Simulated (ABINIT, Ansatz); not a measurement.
# CsSnH3 (Pm-3m): zone-centre phonons

Which modes does CsSnH3 (Pm-3m) have at the zone centre?

Method: DFT LDA, scalar-relativistic, plane waves, PseudoDojo stringent norm-conserving pseudopotentials, in ABINIT 10.8.3.

The structure was built from a prototype and need not be the compound's stable phase.

## 1. The starting structure

It takes space group Pm-3m (No. 221, cubic). The conventional cell has a = 4.347 Å, b = 4.347 Å, c = 4.347 Å, α = 90.00°, β = 90.00°, γ = 90.00°. Nearest to Cs lie 12 H at 3.07 Å. Nearest to Sn lie 6 H at 2.17 Å. H has 2 Sn at 2.17 Å and 4 Cs at 3.07 Å and 8 H at 3.07 Å nearest. Farther neighbours are not listed.

## 2. Relaxation

The harmonic expansion needs vanishing forces, and a free crystal bears no stress, so cell and atoms are brought to rest. Stress is more sensitive to the basis than forces are: the last 3 Ha under the cutoff are smoothed with ecutsm, and the cutoff is raised above that of the later runs.

The starting cell comes from a relaxation made beforehand in Ansatz (LDA, PseudoDojo NC).

Input file relax.abi:

```
# relaxation
ionmov 2
optcell 2
dilatmx 1.08
ntime 40
tolmxf 1.0d-05
tolvrs 1.0d-14
prtwf 0
prtden 0
chksymtnons 0

# basis, mesh and filling
ecut 55.0
ecutsm 3.0
ngkpt 6 6 6
nshiftk 1
shiftk 0.0 0.0 0.0
istwfk *1
occopt 6
tsmear 0.01
nband 25
nstep 100
diemac 1000000.0
prtebands 0
prtgsr 0
useylm 1

# cell and atoms
acell 8.215244913 8.215244913 8.215244913
rprim 
    1.0 0.0 0.0
    0.0 1.0 0.0
    0.0 0.0 1.0
ntypat 3
znucl 55 50 1
natom 5
typat 1 2 3 3 3
xred 
    0.0 0.0 0.0
    0.5 0.5 0.5
    0.5 0.5 0.0
    0.5 0.0 0.5
    0.0 0.5 0.5
pp_dirpath "./pseudo"
pseudos "Cs.upf, Sn.upf, H.upf"
```

Launch:

```bash
$ OMP_NUM_THREADS=1 mpirun -n 4 abinit relax.abi > relax.log
```

Numbers of over 12 decimals in the logs are rounded to 6 here.

relax.abo, the main output file:

```text
[banners, grids, parts of the stress and lines that vanish by symmetry left out]
- input  file    -> relax.abi
- output file    -> relax.abo
- root for input  files -> relaxi
[...]
Symmetries : space group Pm -3 m (#221); Bravais cP (primitive cubic)
[...]
mpw =       13704          nfft =      216000          nkpt =          20
[...]
== DATASET  1 ==================================================================
[...]
cutoff_energies: {ecut:  55.0, pawecutdg:  -1.0, }
[...]
ETOT  1  -246.04664943200    -2.460E+02 2.991E-01 2.478E+02
 ETOT  2  -246.64716954715    -6.005E-01 5.782E-02 7.704E+01
 ETOT  3  -246.65126098064    -4.091E-03 3.624E-03 2.283E+01
 ETOT  4  -246.65184094017    -5.800E-04 2.253E-03 1.844E+00
 ETOT  5  -246.65202011862    -1.792E-04 1.200E-03 7.750E-02
[...]
At SCF step   15       vres2   =  1.81E-15 < tolvrs=  1.00E-14 =>converged.
[...]
sigma(1 1)= -3.54877505E-07  sigma(3 2)=  0.00000000E+00
  sigma(2 2)= -3.54877505E-07  sigma(3 1)=  0.00000000E+00
  sigma(3 3)= -3.54877505E-07  sigma(2 1)=  0.00000000E+00
[...]
convergence: {deltae:  3.487E-11, res2:  1.807E-15, residm:  2.708E-05, diffor: null, }
etotal    :  -2.46652026E+02
[...]
ETOT  1  -246.65202594540    -2.467E+02 1.580E-05 1.950E-03
[...]
At SCF step    9       vres2   =  2.31E-15 < tolvrs=  1.00E-14 =>converged.
[...]
sigma(1 1)= -3.19255364E-07  sigma(3 2)=  0.00000000E+00
  sigma(2 2)= -3.19255364E-07  sigma(3 1)=  0.00000000E+00
  sigma(3 3)= -3.19255364E-07  sigma(2 1)=  0.00000000E+00
[...]
convergence: {deltae: -2.342E-11, res2:  2.310E-15, residm:  7.377E-06, diffor: null, }
etotal    :  -2.46652026E+02
[...]
ETOT  1  -246.65201793838    -2.467E+02 5.376E-06 1.567E-01
[...]
ETOT 10  -246.65202607637     4.874E-11 8.887E-07 1.333E-14
 ETOT 11  -246.65202607642    -5.340E-11 2.954E-07 1.063E-16
 At SCF step   11       vres2   =  1.06E-16 < tolvrs=  1.00E-14 =>converged.
[...]
sigma(1 1)= -1.14386155E-10  sigma(3 2)=  0.00000000E+00
  sigma(2 2)= -1.14386161E-10  sigma(3 1)=  0.00000000E+00
  sigma(3 3)= -1.14386156E-10  sigma(2 1)=  0.00000000E+00
[...]
convergence: {deltae: -5.340E-11, res2:  1.063E-16, residm:  2.954E-07, diffor: null, }
etotal    :  -2.46652026E+02
[...]
At Broyd/MD step   3, gradients are converged :
[...]
sigma(1 1)= -1.14386155E-10  sigma(3 2)=  0.00000000E+00
  sigma(2 2)= -1.14386161E-10  sigma(3 1)=  0.00000000E+00
  sigma(3 3)= -1.14386156E-10  sigma(2 1)=  0.00000000E+00
[...]
- sigma(1 1)= -3.36535687E-06  sigma(3 2)=  0.00000000E+00
- sigma(2 2)= -3.36535705E-06  sigma(3 1)=  0.00000000E+00
- sigma(3 3)= -3.36535690E-06  sigma(2 1)=  0.00000000E+00
[...]
fcart     -0.0000000000E+00 -0.0000000000E+00 -0.0000000000E+00
           strten     -1.1438615506E-10 -1.1438616113E-10 -1.1438615593E-10
================================================================================

[key lines of the parts left out:]
pressure_GPa:   3.3654E-06
Total energy (etotal) [Ha]= -2.46652026076419E+02
```

Wall time 3.3 min (4 MPI ranks of Arm Neoverse V1, shared host).

Little changed from the start: no atom moved by 0.005 Å and no cell edge by 0.1 %.

Numbers from this step:

| Property | Result |
| --- | --- |
| volume per atom | 16.44 Å³ |
| pressure | 3.37e-6 GPa |
| gap on the k-mesh | 0 eV |

## 3. Ground state

First-order wavefunctions inherit every error of the ground state, hence the very tight tolvrs. Occupations are smeared.

Input file gs.abi:

```
# ground state
tolvrs 1.0d-16
prtden 1
prtwf 1

# basis, mesh and filling
ecut 45.0
ngkpt 6 6 6
nshiftk 1
shiftk 0.0 0.0 0.0
istwfk *1
occopt 6
tsmear 0.01
nband 25
nstep 100
diemac 1000000.0
prtebands 0
prtgsr 0
useylm 1

# cell and atoms
acell 8.216116485 8.216116485 8.216116485
rprim 
    1.0 0.0 0.0
    0.0 1.0 0.0
    0.0 0.0 1.0
ntypat 3
znucl 55 50 1
natom 5
typat 1 2 3 3 3
xred 
    0.0 0.0 0.0
    0.5 0.5 0.5
    0.5 0.5 0.0
    0.5 0.0 0.5
    0.0 0.5 0.5
pp_dirpath "./pseudo"
pseudos "Cs.upf, Sn.upf, H.upf"
```

Launch:

```bash
$ OMP_NUM_THREADS=1 mpirun -n 4 abinit gs.abi > gs.log
```

gs.abo, the main output file:

```text
[banners, grids, parts of the stress and lines that vanish by symmetry left out]
- input  file    -> gs.abi
- output file    -> gs.abo
- root for input  files -> gsi
[...]
Symmetries : space group Pm -3 m (#221); Bravais cP (primitive cubic)
[...]
mpw =        8045          nfft =      125000          nkpt =          20
[...]
== DATASET  1 ==================================================================
[...]
cutoff_energies: {ecut:  45.0, pawecutdg:  -1.0, }
[...]
ETOT  1  -246.14698790518    -2.461E+02 2.926E-01 1.480E+02
 ETOT  2  -246.64733394505    -5.003E-01 1.704E-02 3.240E+01
 ETOT  3  -246.65090139082    -3.567E-03 1.661E-03 1.090E+01
 ETOT  4  -246.65154648464    -6.451E-04 3.196E-03 1.052E+00
 ETOT  5  -246.65166699769    -1.205E-04 9.982E-04 2.642E-02
[...]
ETOT 15  -246.65167136822     8.157E-12 2.761E-05 4.582E-16
 ETOT 16  -246.65167136824    -1.745E-11 1.690E-05 1.067E-18
 At SCF step   16       vres2   =  1.07E-18 < tolvrs=  1.00E-16 =>converged.
[...]
sigma(1 1)=  1.08636736E-05  sigma(3 2)=  0.00000000E+00
  sigma(2 2)=  1.08636736E-05  sigma(3 1)=  0.00000000E+00
  sigma(3 3)=  1.08636736E-05  sigma(2 1)=  0.00000000E+00
[...]
convergence: {deltae: -1.745E-11, res2:  1.067E-18, residm:  1.690E-05, diffor: null, }
etotal    :  -2.46651671E+02
[...]
sigma(1 1)=  1.08636736E-05  sigma(3 2)=  0.00000000E+00
  sigma(2 2)=  1.08636736E-05  sigma(3 1)=  0.00000000E+00
  sigma(3 3)=  1.08636736E-05  sigma(2 1)=  0.00000000E+00
[...]
- sigma(1 1)=  3.19620313E-01  sigma(3 2)=  0.00000000E+00
- sigma(2 2)=  3.19620313E-01  sigma(3 1)=  0.00000000E+00
- sigma(3 3)=  3.19620313E-01  sigma(2 1)=  0.00000000E+00
[...]
fcart     -0.0000000000E+00 -0.0000000000E+00 -0.0000000000E+00
           strten      1.0863673615E-05  1.0863673615E-05  1.0863673615E-05
================================================================================

[key lines of the parts left out:]
pressure_GPa:  -3.1962E-01
```

Wall time 54 s (4 MPI ranks).

This step gave:

```yaml
pressure: -0.3196 GPa
```

The cell stands at -0.32 GPa: the relaxation ran with a smoothed and higher cutoff, and the difference is a stress of the finite basis.

(Part 1 of 5 ends here.)

[Host names and launcher messages were left out of these logs when they were recorded.]

[Logs are printed without paths, hosts, clocks, repeated set-up lines and the standing remarks that a program may print on its own settings, such as how far it seeks lower states.]

[Hosts, paths, dates, database ids (printed as entryN), source tags and the programs' standing remarks are cut or masked in the printed files.]
